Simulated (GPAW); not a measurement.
**CaGaSiH (P3m1): G0W0 with GPAW, start to end**

Wanted: ground state, empty states, screening and self-energy for CaGaSiH (P3m1).

Method: LDA and many-body steps on it, plane waves, in GPAW 26.7.0.

**1. The structure**

The structure is trigonal, space group P3m1 (No. 156). The conventional cell has a = 4.091 Å, b = 4.091 Å, c = 4.763 Å, α = 90.00°, β = 90.00°, γ = 120.00°. Nearest to Ca lie 3 H at 2.39 Å and 3 Si at 3.14 Å and 3 Ga at 3.17 Å. Nearest to Ga lie 1 H at 1.75 Å and 3 Si at 2.43 Å. Nearest to Si lie 3 Ga at 2.43 Å and 3 Ca at 3.14 Å. H has 1 Ga at 1.75 Å and 3 Ca at 2.39 Å nearest. Farther neighbours are not listed.

Structure file:

```cif
data_structure
_symmetry_space_group_name_H-M 'P3m1'
_symmetry_Int_Tables_number 156
_cell_length_a 4.0911
_cell_length_b 4.0911
_cell_length_c 4.7628
_cell_angle_alpha 90.000
_cell_angle_beta 90.000
_cell_angle_gamma 120.000
_cell_volume 69.04
loop_
_atom_site_label
_atom_site_type_symbol
_atom_site_symmetry_multiplicity
_atom_site_Wyckoff_symbol
_atom_site_fract_x
_atom_site_fract_y
_atom_site_fract_z
_atom_site_occupancy
Ca1 Ca 1 b 0.33333 0.66667 0.00000 1
Ga1 Ga 1 a 0.00000 0.00000 0.55680 1
Si1 Si 1 c 0.66667 0.33333 0.43370 1
H1 H 1 a 0.00000 0.00000 0.92500 1
```

The cell and positions come from the Crystallography Open Database and are kept as given unless a step says otherwise.

**2. Ground state**

This step: GPAW 26.7.0; DFT, LDA, plane waves, PAW.

The ground-state density comes first.

Input file run.py:

```python
import json
import numpy as np
from gpaw.mpi import world
from ase import Atoms
from gpaw import GPAW, PW, FermiDirac

atoms = Atoms(['Ca', 'Ga', 'Si', 'H'],
    cell=[[4.0911000000, 0.0000000000, 0.0000000000],
      [-2.0455500000, 3.5429965294, 0.0000000000],
      [0.0000000000, 0.0000000000, 4.7628000000]],
    scaled_positions=[[0.3333333333, 0.6666666667, 0.0000000000],
      [0.0000000000, 0.0000000000, 0.5568000000],
      [0.6666666667, 0.3333333333, 0.4337000000],
      [0.0000000000, 0.0000000000, 0.9250000000]],
    pbc=(True, True, True))
calc = GPAW(mode=PW(600),
    xc='LDA',
    kpts={'size': (6, 6, 6), 'gamma': True},
    occupations=FermiDirac(0.001),
    nbands=-8,
    convergence={'density': 1e-6, 'bands': -3},
    maxiter=100,
    txt='gs.txt')
atoms.calc = calc
res = {'energy': atoms.get_potential_energy()}
kpts = calc.get_ibz_k_points()
res['kpts'] = kpts
res['eigenvalues'] = [calc.get_eigenvalues(kpt=k) for k in range(len(kpts))]
res['n_electrons'] = calc.get_number_of_electrons()
calc.write('gs.gpw')

if world.rank == 0:
    with open('result.json', 'w') as f:
        json.dump(res, f, default=lambda x: x.tolist())
```

Command:

```console
$ mpirun -n 4 gpaw python run.py
```

Numbers of over 12 decimals in the logs are rounded to 6 here.

Output:

```text
__  _  _
 | _ |_)|_||  |
 |__||  | ||/\| - 26.7.0

Input parameters:
  mode=PW(ecut=600.0),
  convergence={'density': 1e-06, 'bands': -3},
  kpts=MonkhorstPack(size=(6, 6, 6), gamma=True),
  maxiter=100,
  nbands=-8,
  occupations=Occupations(name='fermi-dirac', width=0.001, fixmagmom=False),
  xc=XC(name='LDA')
  [... matrices ...]
Diagonalizing LCAO Hamiltonian
Converting LCAO to pw mode

       H

       Ga    Si

         Ca

Atoms  # Å, Bohr magnetons
|   | symbol |         x |        y |        z |    initial magnetic moments |
| 0 |     Ca | -0.000000 | 2.361998 | 0.000000 | ( 0.0000,  0.0000,  0.0000) |
| 1 |     Ga |  0.000000 | 0.000000 | 2.651927 | ( 0.0000,  0.0000,  0.0000) |
| 2 |     Si |  2.045550 | 1.180999 | 2.065626 | ( 0.0000,  0.0000,  0.0000) |
| 3 |      H |  0.000000 | 0.000000 | 4.405590 | ( 0.0000,  0.0000,  0.0000) |

Unit cell  # Å
| periodic |         x |        y |        z |  lengths |     angles |
|      yes |  4.091100 | 0.000000 | 0.000000 | 4.091100 |  90.000000 |
|      yes | -2.045550 | 3.542997 | 0.000000 | 4.091100 |  90.000000 |
|      yes |  0.000000 | 0.000000 | 4.762800 | 4.762800 | 120.000000 |

Number of symmetries: 6
Symmetry operations  # r_c * U_cc + t_c -> r_c
|   | kind |            matrix            |
| 0 |  σ   |  1, 1, 0,  0,-1, 0,  0, 0, 1 |
| 1 |  E   |  1, 0, 0,  0, 1, 0,  0, 0, 1 |
| 2 |  C3  |  0, 1, 0, -1,-1, 0,  0, 0, 1 |
| 3 |  σ   |  0,-1, 0, -1, 0, 0,  0, 0, 1 |
| 4 |  σ   | -1, 0, 0,  1, 1, 0,  0, 0, 1 |
| 5 |  C3  | -1,-1, 0,  1, 0, 0,  0, 0, 1 |

BZ-sampling:
  Number of BZ points: 216
  Number of IBZ points: 34

  Monkhorst-Pack size: [6, 6, 6]
  Monkhorst-Pack shift: [0.083333, 0.083333, 0.083333]

K-points  # in reciprocal-cell coordinates
|     |                                coordinates |     weight |
|   0 | (  0.00000000,   0.00000000,   0.00000000) | 0.00462963 |
|   1 | (  0.00000000,   0.00000000,   0.16666667) | 0.00925926 |
|   2 | (  0.00000000,   0.00000000,   0.33333333) | 0.00925926 |
|   3 | (  0.00000000,   0.00000000,   0.50000000) | 0.00462963 |
|   4 | (  0.16666667,   0.00000000,  -0.33333333) | 0.02777778 |
|   5 | (  0.16666667,   0.00000000,  -0.16666667) | 0.02777778 |
|   6 | (  0.16666667,   0.00000000,   0.00000000) | 0.02777778 |
|   7 | (  0.16666667,   0.00000000,   0.16666667) | 0.02777778 |
|   8 | (  0.16666667,   0.00000000,   0.33333333) | 0.02777778 |
|   9 | (  0.16666667,   0.00000000,   0.50000000) | 0.02777778 |
| ... |                                            |            |
|  33 | (  0.50000000,   0.50000000,   0.50000000) | 0.01388889 |

Plane wave coefficients: 2329
Cutoff: 600.0 eV

Spin-components: 1 (collinear spins)
Bands:           17
Projectors:      18
Spin-degeneracy: 2
Datatype:        complex128

  Storage: CPU
  Wave functions: 21_316_640 bytes (5_329_160 per core)
  Projectors: 38_871_520 bytes (9_717_880 per core)
  [... matrices ...]
Parallelization:
  kpt:    4
  domain: 1
  band:   1

Density:
  Valence electrons: 18.0
  Components: 1
  Grid points: [24 24 27]
  Charge: 0.0  # |e|

Potential:
  Grid points: [24 24 27]

species:
  Ca:
    name:    Calcium
    Z:       20.0
    valence: 10
    core:    10
    charge:  0.0  # [|e|]
    compensation charges:
      type: gauss
      rc: 0.37  # [Å]
      lmax: 2
    cutoffs:
      filter: 2.10  # [Å]
      core: 1.17  # [Å]
    projectors
    | kind |    occ | energy [eV] | rcut [Å] |
    |   3s |  2.000 |     -46.826 |    1.175 |
    |   4s |  2.000 |      -3.864 |    1.175 |
    |   3p |  6.000 |     -27.986 |    1.154 |
    |    p |        |      -0.774 |    1.154 |
    |    d |        |       0.000 |    0.937 |

    Using partial waves for Ca as LCAO basis

  Ga:
    name:    Gallium
    Z:       31.0
    valence: 3
    core:    28
    charge:  0.0  # [|e|]
    compensation charges:
      type: gauss
      rc: 0.37  # [Å]
      lmax: 2
    cutoffs:
      filter: 2.06  # [Å]
      core: 4.17  # [Å]
    projectors
    | kind |    occ | energy [eV] | rcut [Å] |
    |   4s |  2.000 |      -9.167 |    1.164 |
    |   4p |  1.000 |      -2.734 |    1.164 |
    |    s |        |      18.045 |    1.164 |
    |    p |        |      24.478 |    1.164 |
    |    d |        |       0.000 |    1.164 |

    Using partial waves for Ga as LCAO basis

  Si:
    name:    Silicon
    Z:       14.0
    valence: 4
    core:    10
    charge:  0.0  # [|e|]
    compensation charges:
      type: gauss
      rc: 0.33  # [Å]
      lmax: 2
    cutoffs:
      filter: 1.86  # [Å]
      core: 2.06  # [Å]
    projectors
    | kind |    occ | energy [eV] | rcut [Å] |
    |   3s |  2.000 |     -10.878 |    1.058 |
    |   3p |  2.000 |      -4.162 |    1.058 |
    |    s |        |      16.334 |    1.058 |
    |    p |        |      23.049 |    1.058 |
    |    d |        |       0.000 |    1.058 |

    Using partial waves for Si as LCAO basis

  H:
    name:    Hydrogen
    Z:       1.0
    valence: 1
    core:    0
    charge:  0.0  # [|e|]
    compensation charges:
      type: gauss
      rc: 0.15  # [Å]
      lmax: 2
    cutoffs:
      filter: 0.85  # [Å]
      core: 0.53  # [Å]
    projectors
    | kind |    occ | energy [eV] | rcut [Å] |
    |   1s |  1.000 |      -6.353 |    0.476 |
    |    s |        |      20.858 |    0.476 |
    |    p |        |       0.000 |    0.476 |

    Using partial waves for H as LCAO basis

Reference energy: -79145.311099  # eV

eigensolver:
  PPCG
  Converge bands: -3
  niter=2

density mixing:
  MSR1-Mixer
  Pratt-step length: 0.05
  Maximum mixing coefficient: 0.75
  Old densities: 10
  SVD Regularization: 0.005
  Good broyden scale: 1.0
  Trust region scale: 1.0
  Backstep threshold: 4.0
  History deletion threshold: 6.0
  Fourier metric: weight=20.0, sigma=0.015

occupation numbers:
  Fermi-Dirac:
    width: 0.0010  # eV

poisson solver:
  ecut: 4800.0  # eV

xc functional:
  name: None

Initialization done in: 1.051 s

convergence criteria:
- Maximum integral of absolute [dens]ity change: 1e-06 electrons / valence electron
- Maximum [total energy] change in last 3 cyles: 0.0005 eV / valence electron
- Maximum integral of absolute [eigenst]ate change: 4e-08 eV^2 / valence electron
maximum number of iterations: 100

SCF iterations
|iter     |     time |      energy | eigst |  dens |
|iter:   1|  |  -17.259584 | +1.17 |       |
|iter:   2|  |  -17.294931 | +0.44 | -1.02 |
|iter:   3|  |  -17.103448 | -0.38 | -1.06 |
|iter:   4|  |  -17.036243 | -0.99 | -1.36 |
|iter:   5|  |  -17.003152 | -1.25 | -1.69 |
|iter:   6|  |  -17.002912 | -2.19 | -2.38 |
|iter:   7|  |  -17.002860c| -2.70 | -2.77 |
|iter:   8|  |  -17.002854c| -3.74 | -3.34 |
|iter:   9|  |  -17.002854c| -4.81 | -3.95 |
|iter:  10|  |  -17.002854c| -5.90 | -4.69 |
|iter:  11|  |  -17.002854c| -7.08 | -5.30 |
|iter:  12|  |  -17.002854c| -7.96c| -6.05c|

Converged in 12 steps
SCF loop duration: 6.793 s (0.566 s/step)
Energy contributions relative to reference atoms: (reference = -79145.311099)
  [... matrices ...]
Energy contributions:
  Kinetic:          26.375490
  Coulomb:         -20.505915
  Zero:             -0.577067
  External:          0.000000
  Xc:              -22.295362
  Entropy:          -0.000000
  Spinorbit:         0.000000
  ----------------------------
  Free energy:     -17.002854
  Extrapolated:    -17.002854

dipole moment: (-7.166041, -10.320057, -14.775193)  # |e|*Ang

Fermi level: 5.694
Eigenvalues  # (at kpt = [0.000, 0.000, 0.000])
| band index |      eig [eV] | occ [0-2] |
|          0 |       -35.397 |     2.000 |
|          1 |       -16.752 |     2.000 |
|          2 |       -16.635 |     2.000 |
|          3 |       -16.635 |     2.000 |
|          4 |        -5.130 |     2.000 |
|          5 |         0.801 |     2.000 |
|          6 |         3.259 |     2.000 |
|          7 |         4.714 |     2.000 |
|          8 |         4.714 |     2.000 |
|          9 |         6.558 |     0.000 |
|         10 |         8.407 |     0.000 |
|         11 |         8.407 |     0.000 |
|         12 |         8.872 |     0.000 |
|         13 |         8.872 |     0.000 |
|         14 |         9.072 |     0.000 |
|         15 |         9.124 |     0.000 |
|         16 |         9.124 |     0.000 |

Gap: 0.133 eV
Transition (v -> c):
  (s=0, k=3, n=8, [0.00, 0.00, 0.50]) -> (s=0, k=30, n=9, [0.50, 0.50, 0.00])
Direct/indirect transitions are different
Direct gap: 1.267 eV
Transition at: (s=0, k=30, n=8, [0.50, 0.50, 0.00])
# Writing to gs.gpw (mode='')
  [... matrices ...]
```

Wall time 9.7 s (4 MPI ranks of Arm Neoverse V1, shared host); peak memory 0.69 GiB; 38 s of CPU time.

This step gave:

```yaml
total_energy: -17.00 eV
gap: 0.1329 eV
k_of_the_valence_top: 0, 0, 0.5
k_of_the_conduction_bottom: 0.5, 0.5, 0
least_direct_gap: 1.267 eV
```

The gap is indirect, with the least direct gap 1.13 eV higher.

**3. Empty states on the mesh, 3×3×2 mesh, 92 bands**

The sums over transitions need many empty states on a uniform mesh; this step solves for them.

Input file run.py:

```python
import json
import numpy as np
from gpaw.mpi import world
from gpaw import GPAW

calc = GPAW('gs.gpw').fixed_density(kpts={'size': (3, 3, 2), 'gamma': True},
    nbands=107,
    convergence={'bands': 92},
    txt='nscf.txt')
calc.write('full.gpw', mode='all')
res = {}
kpts = calc.get_ibz_k_points()
res['kpts'] = kpts
res['eigenvalues'] = [calc.get_eigenvalues(kpt=k) for k in range(len(kpts))]
res['n_electrons'] = calc.get_number_of_electrons()

if world.rank == 0:
    with open('result.json', 'w') as f:
        json.dump(res, f, default=lambda x: x.tolist())
```

Command:

```console
$ mpirun -n 4 gpaw python run.py
```

Output:

```text
Diagonalizing LCAO Hamiltonian
Converting LCAO to pw mode
convergence criteria:
- Maximum integral of absolute [eigenst]ate change: 4e-08 eV^2 / valence electron
maximum number of iterations: 100

SCF iterations
|iter     |     time |      energy | eigst |  dens |
|iter:   1|  |             | +4.30 |       |
|iter:   2|  |             | +2.98 |       |
|iter:   3|  |             | +1.79 |       |
[...]
|iter:  11|  |             | -6.94 |       |
|iter:  12|  |             | -7.35 |       |
|iter:  13|  |             | -7.89c|       |
SCF steps: 13
  __  _  _
 | _ |_)|_||  |
 |__||  | ||/\| - 26.7.0

Input parameters:
  mode=PW(ecut=600.0),
  convergence={'bands': 92},
  gpts=array([24, 24, 27]),
  kpts=MonkhorstPack(size=(3, 3, 2), gamma=True),
  maxiter=100,
  nbands=107,
  occupations=Occupations(name='fermi-dirac', width=0.001, fixmagmom=False),
  parallel={},
  xc=XC(name='LDA')
# Writing to full.gpw (mode='all')
  [... matrices ...]

timing:  # [seconds]
  Total: 0.048  # ━━━━━━━━━━━━━━━━━━━━━━━━━━━━━━━━━━━━━━━━━━━━━━━━━━━━━━━━━━━
```

It took 14 s on 4 MPI ranks; peak memory 0.7 GiB; 55 s of CPU time.

This step gave:

| Item | Value |
| --- | --- |
| gap | 0.3314 eV |
| k of the valence top | 0, 0, 0.5 |
| k of the conduction bottom | 0.3333, 0.3333, 0 |
| least direct gap | 1.278 eV |
| k points computed | 6 |
| lowest point of the top converged band, above the valence top | 53.8956 eV |

On this mesh the gap is 0.331 eV. The earlier step found 0.133 eV, so this mesh misses an edge.

(Part 1 of 2 ends here.)

[Paths, hosts, dates, memory and timing lines, banners, echoed tables and standing remarks are left out of the program output.]

[Logs are printed without paths, hosts, clocks, repeated set-up lines and the standing remarks that a program may print on its own settings, such as how far it seeks lower states.]

[Runs of the session that timed out or met a known fault of the program may be left out.]

[Hosts, paths, dates, database ids (printed as entryN), source tags and the programs' standing remarks are cut or masked in the printed files.]
